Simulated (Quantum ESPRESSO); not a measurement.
# Ca3Si (Pm-3m): zone-centre phonons, part 2 of 2

Which modes does Ca3Si (Pm-3m) have at the zone centre?

Quantum ESPRESSO 7.5; DFT LDA, scalar-relativistic, plane waves, PseudoDojo norm-conserving pseudopotentials.

So far. Step 2 (A probe with smearing): No gap opens on this mesh, so smearing is kept; the start stands at -6.2 GPa. Step 4 (Ground state): The cell stands at -0.004 GPa, close enough for phonons. The relaxed cell has a = 4.681 Å (conventional setting).

The structure was built from a prototype and need not be the compound's stable phase.

### 5. Zone-centre response

At q = 0 one unit cell holds all displacements; symmetry groups them into irreducible representations that are solved one by one. With smeared occupations no response to a homogeneous field can be asked.

File ph.in:

```
phonons
 &inputph
    prefix='x',
    outdir='./tmp',
    fildyn='g.dyn',
    tr2_ph=1.0d-18,
    alpha_mix(1)=0.4,
    nmix_ph=8,
 /
0.000000000000 0.000000000000 0.000000000000
```

Launch:

```bash
OMP_NUM_THREADS=1 mpirun -n 4 ph.x -nk 4 -in ph.in > ph.out
```

What it wrote:

```text
[banners, grids, parts of the stress and lines that vanish by symmetry left out]
[banner, memory and clock lines left out]
Program PHONON v.7.5

     ./tmp/x.save/

     IMPORTANT: XC functional enforced from input :
     Exchange-correlation= PW
                           (   1   4   0   0   0   0   0)
     Any further DFT definition will be discarded
     Please, verify this is what you really want

     G-vector sticks info

     Reading collected, re-writing distributed wavefunctions in ./tmp/

     Number and degeneracy of irreps per q-point
       N         xq(1)         xq(2)         xq(3)   N irreps
       1   0.000000000   0.000000000   0.000000000       4
        3   3   3   3

     Calculation of q =    0.0000000   0.0000000   0.0000000

     phonons

     bravais-lattice index     =            1
     lattice parameter (alat)  =       8.8455  a.u.
     unit-cell volume          =     692.1006 (a.u.)^3
     number of atoms/cell      =            4
     number of atomic types    =            2
     kinetic-energy cut-off    =      72.0000  Ry
     charge density cut-off    =     288.0000  Ry
     convergence threshold     =      1.0E-18
     beta                      =       0.4000
     number of iterations used =            8
     Exchange-correlation= PW
                           (   1   4   0   0   0   0   0)

     celldm(1)=    8.84551  celldm(2)=    0.00000  celldm(3)=    0.00000
     celldm(4)=    0.00000  celldm(5)=    0.00000  celldm(6)=    0.00000

     crystal axes: (cart. coord. in units of alat)
               a(1) = (  1.0000  0.0000  0.0000 )
               a(2) = (  0.0000  1.0000  0.0000 )
               a(3) = (  0.0000  0.0000  1.0000 )

     reciprocal axes: (cart. coord. in units 2 pi/alat)
               b(1) = (  1.0000  0.0000  0.0000 )
               b(2) = (  0.0000  1.0000  0.0000 )
               b(3) = (  0.0000  0.0000  1.0000 )

     Atoms inside the unit cell:

     Cartesian axes

     site n.  atom      mass           positions (alat units)
        1  Si     28.0850   tau(    1) = (    0.00000    0.00000    0.00000  )
        2  Ca     40.0780   tau(    2) = (    0.00000    0.50000    0.50000  )
        3  Ca     40.0780   tau(    3) = (    0.50000    0.00000    0.50000  )
        4  Ca     40.0780   tau(    4) = (    0.50000    0.50000    0.00000  )

     Computing dynamical matrix for
                    q = (   0.0000000   0.0000000   0.0000000 )

     49 Sym.Ops. (with q -> -q+G )

     G cutoff =  570.7933  (  57243 G-vectors)     FFT grid: ( 48, 48, 48)

     number of k points=    20  Marzari-Vanderbilt smearing, width (Ry)=  0.0200
                       cart. coord. in units 2pi/alat
        k(    1) = (   0.0000000   0.0000000   0.0000000), wk =   0.0092593
        k(    2) = (   0.0000000   0.0000000   0.1666667), wk =   0.0555556
        k(    3) = (   0.0000000   0.0000000   0.3333333), wk =   0.0555556
        [... further k-points left out ...]

     PseudoPot. # 1 for Si read from file:
     ./pseudo/Si.upf
     Pseudo is Norm-conserving + core correction, Zval =  4.0
     Using radial grid of 1510 points,  6 beta functions with:
                l(1) =   0
                l(2) =   0
                l(3) =   1
                l(4) =   1
                l(5) =   2
                l(6) =   2

     PseudoPot. # 2 for Ca read from file:
     ./pseudo/Ca.upf
     Pseudo is Norm-conserving + core correction, Zval = 10.0
     Using radial grid of 1724 points,  6 beta functions with:
                l(1) =   0
                l(2) =   0
                l(3) =   1
                l(4) =   1
                l(5) =   2
                l(6) =   2

     Mode symmetry, O_h (m-3m)  point group:

     Atomic displacements:
     There are    4 irreducible representations

     Representation     1      3 modes -  To be done

     Representation     2      3 modes -  To be done

     Representation     3      3 modes -  To be done

     Representation     4      3 modes -  To be done

     Alpha used in Ewald sum =   2.7000

     Representation #   1 modes #   1   2   3

     Self-consistent Calculation
      iter #   1   av.it.:   8.0
      thresh= 1.000E-02 alpha_mix =  0.400 |ddv_scf|^2 =  1.480E-06
      iter #   2   av.it.:  13.4
      thresh= 1.216E-04 alpha_mix =  0.400 |ddv_scf|^2 =  5.004E-08
      iter #   3   av.it.:  13.2
      thresh= 2.237E-05 alpha_mix =  0.400 |ddv_scf|^2 =  1.441E-09
      iter #   4   av.it.:  14.2
      thresh= 3.797E-06 alpha_mix =  0.400 |ddv_scf|^2 =  8.148E-11
      iter #   5   av.it.:  14.5
      thresh= 9.027E-07 alpha_mix =  0.400 |ddv_scf|^2 =  8.406E-13
      iter #   6   av.it.:  14.5
      thresh= 9.168E-08 alpha_mix =  0.400 |ddv_scf|^2 =  1.060E-13
      iter #   7   av.it.:  14.5
      thresh= 3.255E-08 alpha_mix =  0.400 |ddv_scf|^2 =  6.344E-15
      iter #   8   av.it.:  14.6
      thresh= 7.965E-09 alpha_mix =  0.400 |ddv_scf|^2 =  1.495E-16
      iter #   9   av.it.:  14.6
      thresh= 1.223E-09 alpha_mix =  0.400 |ddv_scf|^2 =  3.566E-18
      iter #  10   av.it.:  14.6
      thresh= 1.888E-10 alpha_mix =  0.400 |ddv_scf|^2 =  7.198E-20

     End of self-consistent calculation

     Convergence has been achieved

     Representation #   2 modes #   4   5   6

     Self-consistent Calculation
      iter #   1   av.it.:   7.5
      thresh= 1.000E-02 alpha_mix =  0.400 |ddv_scf|^2 =  5.760E-07
      iter #   2   av.it.:  13.4
      thresh= 7.590E-05 alpha_mix =  0.400 |ddv_scf|^2 =  2.165E-08
      iter #   3   av.it.:  13.4
      thresh= 1.471E-05 alpha_mix =  0.400 |ddv_scf|^2 =  1.271E-09
      iter #   4   av.it.:  13.4
      thresh= 3.565E-06 alpha_mix =  0.400 |ddv_scf|^2 =  1.242E-10
[...]
End of self-consistent calculation

     Convergence has been achieved

     Representation #   3 modes #   7   8   9

     Self-consistent Calculation
[...]
End of self-consistent calculation

     Convergence has been achieved

     Representation #   4 modes #  10  11  12

     Self-consistent Calculation
[...]
iter #   2   av.it.:  13.3
      thresh= 5.780E-05 alpha_mix =  0.400 |ddv_scf|^2 =  1.397E-08
      iter #   3   av.it.:  13.8
      thresh= 1.182E-05 alpha_mix =  0.400 |ddv_scf|^2 =  3.501E-10
      iter #   4   av.it.:  14.7
      thresh= 1.871E-06 alpha_mix =  0.400 |ddv_scf|^2 =  6.503E-12
      iter #   5   av.it.:  14.2
      thresh= 2.550E-07 alpha_mix =  0.400 |ddv_scf|^2 =  2.049E-13
      iter #   6   av.it.:  14.6
      thresh= 4.527E-08 alpha_mix =  0.400 |ddv_scf|^2 =  2.569E-15
      iter #   7   av.it.:  14.3
      thresh= 5.069E-09 alpha_mix =  0.400 |ddv_scf|^2 =  2.309E-18
      iter #   8   av.it.:  14.1
      thresh= 1.520E-10 alpha_mix =  0.400 |ddv_scf|^2 =  3.669E-19

     End of self-consistent calculation

     Convergence has been achieved

     Number of q in the star =    1
     List of q in the star:
          1   0.000000000   0.000000000   0.000000000

     Diagonalizing the dynamical matrix

     q = (    0.000000000   0.000000000   0.000000000 )

 **************************************************************************
     freq (    1) =       0.026142 [THz] =       0.871990 [cm-1]
     freq (    2) =       0.026142 [THz] =       0.871990 [cm-1]
     freq (    3) =       0.026142 [THz] =       0.871990 [cm-1]
     freq (    4) =       3.077481 [THz] =     102.653724 [cm-1]
     freq (    5) =       3.077481 [THz] =     102.653724 [cm-1]
     freq (    6) =       3.077481 [THz] =     102.653724 [cm-1]
     freq (    7) =       3.755425 [THz] =     125.267486 [cm-1]
     freq (    8) =       3.755425 [THz] =     125.267486 [cm-1]
     freq (    9) =       3.755425 [THz] =     125.267486 [cm-1]
     freq (   10) =       7.485911 [THz] =     249.703113 [cm-1]
     freq (   11) =       7.485911 [THz] =     249.703113 [cm-1]
     freq (   12) =       7.485911 [THz] =     249.703113 [cm-1]
 **************************************************************************

     Mode symmetry, O_h (m-3m)  point group:

     freq (   1-   3) =          0.9  [cm-1]   --> T_1u G_15  G_4- I
     freq (   4-   6) =        102.7  [cm-1]   --> T_2u G_25  G_5-
     freq (   7-   9) =        125.3  [cm-1]   --> T_1u G_15  G_4- I
     freq (  10-  12) =        249.7  [cm-1]   --> T_1u G_15  G_4- I
```

Run time: 6.9 min. Hardware: 4 MPI ranks of Arm Neoverse V1, shared host.

This step gave:

- largest acoustic frequency at the zone centre before the sum rule: 0.87 cm⁻¹
- highest optical zone-centre mode (no LO-TO term): 249.7 cm⁻¹
- lowest optical zone-centre mode: 102.7 cm⁻¹

The acoustic modes at Γ come out as far as 0.9 cm⁻¹ from zero, where they should vanish, a small numerical error.

### 6. Modes with the sum rule

A rigid shift of the crystal must cost nothing, but grids and finite bases break this; the acoustic sum rule is imposed before the matrix is diagonalised again.

File dynmat.in:

```
 &input
    fildyn='g.dyn',
    asr='simple',
    fileig='dynmat.eig',
 /
```

Launch:

```bash
dynmat.x -in dynmat.in > dynmat.out
```

What it wrote:

```text
[banner, memory and clock lines left out]
Program DYNMAT v.7.5

     Reading Dynamical Matrix from file g.dyn
     ...Force constants read
     ...epsilon and Z* not read (not found on file)
     A direction for q was not specified:TO-LO splitting will be absent

     Polarizability (A^3 units)
     multiply by 1.000000 for Clausius-Mossotti correction
         0.000000    0.000000    0.000000
         0.000000    0.000000    0.000000
         0.000000    0.000000    0.000000

     IR activities are in (D/A)^2/amu units

# mode   [cm-1]    [THz]      IR
    1     -0.00   -0.0000    0.0000
    2     -0.00   -0.0000    0.0000
    3      0.00    0.0000    0.0000
    4    102.66    3.0776    0.0000
    5    102.66    3.0776    0.0000
    6    102.66    3.0776    0.0000
    7    125.25    3.7550    0.0000
    8    125.25    3.7550    0.0000
    9    125.25    3.7550    0.0000
   10    249.70    7.4859    0.0000
   11    249.70    7.4859    0.0000
   12    249.70    7.4859    0.0000

[end of the log left out, with the tail of the file of modes that dynmat.x writes under the same name]
```

It took 0.44 s on 1 thread.

Unit eigenvectors of the mass-weighted matrix after the sum rule; no LO-TO term. The modes at Γ (shares of kinetic energy by element, %):

```csv
mode,frequency (cm⁻¹),symmetry,Si %,Ca %
1,0.0,acoustic,19,81
2,0.0,acoustic,19,81
3,0.0,acoustic,19,81
4,102.7,T2u,0,100
5,102.7,T2u,0,100
6,102.7,T2u,0,100
7,125.2,T1u,78,22
8,125.2,T1u,78,22
9,125.2,T1u,78,22
10,249.7,T1u,3,97
11,249.7,T1u,3,97
12,249.7,T1u,3,97
```

Displacements in mode 4 (102.7 cm⁻¹), the largest set to 1:
```
Si1  0.00  0.00  0.00
Ca2  0.00  0.17  1.00
Ca3  0.19  0.00 -1.00
Ca4 -0.19 -0.17  0.00
```

Displacements in mode 8 (125.2 cm⁻¹), the largest set to 1:
```
Si1 -0.18  1.00  0.00
Ca2  0.02 -0.31  0.00
Ca3  0.06 -0.09  0.00
Ca4  0.06 -0.31  0.00
```

The rule moves no optical mode by more than 0.1 cm⁻¹.

### 7. Sum rules set otherwise (asr no)

Without the rule the raw error of the acoustic modes shows.

File dynmat.in:

```
 &input
    fildyn='g.dyn',
    asr='no',
    fileig='dynmat.eig',
 /
```

Launch:

```bash
dynmat.x -in dynmat.in > dynmat.out
```

What it wrote:

```text
[banner, memory and clock lines left out]
Program DYNMAT v.7.5

     Reading Dynamical Matrix from file g.dyn
     ...Force constants read
     ...epsilon and Z* not read (not found on file)
     A direction for q was not specified:TO-LO splitting will be absent

     Polarizability (A^3 units)
     multiply by 1.000000 for Clausius-Mossotti correction
         0.000000    0.000000    0.000000
         0.000000    0.000000    0.000000
         0.000000    0.000000    0.000000

     IR activities are in (D/A)^2/amu units

# mode   [cm-1]    [THz]      IR
    1      0.87    0.0261    0.0000
    2      0.87    0.0261    0.0000
    3      0.87    0.0261    0.0000
    4    102.65    3.0775    0.0000
    5    102.65    3.0775    0.0000
    6    102.65    3.0775    0.0000
    7    125.27    3.7554    0.0000
    8    125.27    3.7554    0.0000
    9    125.27    3.7554    0.0000
   10    249.70    7.4859    0.0000
   11    249.70    7.4859    0.0000
   12    249.70    7.4859    0.0000

[end of the log left out, with the tail of the file of modes that dynmat.x writes under the same name]
```

It took 0.45 s on 1 thread.

Zone-centre frequencies as printed; negative means imaginary. Modes:

```csv
mode,frequency (cm⁻¹)
1,0.87
2,0.87
3,0.87
4,102.7
5,102.7
6,102.7
7,125.3
8,125.3
9,125.3
10,249.7
11,249.7
12,249.7
```

Against the first rule no mode moves by more than 0.9 cm⁻¹.

### 8. Sum rules set otherwise: a sum rule for molecules or wires on a crystal

This rule also removes rotations, which suits molecules and not a crystal; it is tried to see the harm.

File dynmat.in:

```
 &input
    fildyn='g.dyn',
    asr='zero-dim',
    fileig='dynmat.eig',
 /
```

Launch:

```bash
dynmat.x -in dynmat.in > dynmat.out
```

What it wrote:

```text
[banner, memory and clock lines left out]
Program DYNMAT v.7.5

     Reading Dynamical Matrix from file g.dyn
     ...Force constants read
     ...epsilon and Z* not read (not found on file)
     Acoustic Sum Rule: || Z*(ASR) - Z*(orig)|| =    0.000000E+00
     Acoustic Sum Rule: ||dyn(ASR) - dyn(orig)||=    1.973907E-01
     A direction for q was not specified:TO-LO splitting will be absent

     Polarizability (A^3 units)
     multiply by 1.000000 for Clausius-Mossotti correction
         0.000000    0.000000    0.000000
         0.000000    0.000000    0.000000
         0.000000    0.000000    0.000000

     IR activities are in (D/A)^2/amu units

# mode   [cm-1]    [THz]      IR
    1     -0.00   -0.0000    0.0000
    2     -0.00   -0.0000    0.0000
    3     -0.00   -0.0000    0.0000
    4      0.00    0.0000    0.0000
    5      0.00    0.0000    0.0000
    6      0.00    0.0000    0.0000
    7    111.23    3.3347    0.0000
    8    111.23    3.3347    0.0000
    9    125.26    3.7553    0.0000
   10    212.84    6.3807    0.0000
   11    212.84    6.3807    0.0000
   12    249.70    7.4859    0.0000

[end of the log left out, with the tail of the file of modes that dynmat.x writes under the same name]
```

The job ended after 0.44 s (1 thread).

The run ended normally, but on settings that are not sound.

The fault: a sum rule for molecules or wires on a crystal; 3 optical modes are projected out to zero frequency, as if they were rotations.

For a crystal the rule has to be 'simple' or 'crystal'.

Zone-centre frequencies as printed; negative means imaginary. Modes:

```csv
mode,frequency (cm⁻¹)
1,0
2,0
3,0
4,0
5,0
6,0
7,111.2
8,111.2
9,125.3
10,212.8
11,212.8
12,249.7
```

### 9. Summary of results

| Quantity | Value |
| --- | --- |
| space group after relaxation | Pm-3m |
| volume per atom | 25.6 Å³ |
| highest optical zone-centre mode (no LO-TO term) | 249.7 cm⁻¹ |
| lowest optical zone-centre mode | 102.7 cm⁻¹ |
| imaginary optical modes at the zone centre (no q mesh in this session) | none |

**Reading.** At the LDA level the optical modes of Ca3Si (Pm-3m) at the zone centre run from 103 to 250 cm⁻¹. Of the 9 optical modes, 3 are silent and 6 are infrared active alone. These are harmonic frequencies at zero temperature: anharmonic shifts and linewidths and thermal expansion are left out. In a metal the frequencies hang on the k mesh and the smearing, most of all near Kohn anomalies. The structure is a hypothetical one, built on a prototype.

[Host names and launcher messages were left out of these logs when they were recorded.]

[Logs are printed without paths, hosts, clocks, repeated set-up lines and the standing remarks that a program may print on its own settings, such as how far it seeks lower states.]

[Hosts, paths, dates, database ids (printed as entryN), source tags and the programs' standing remarks are cut or masked in the printed files.]
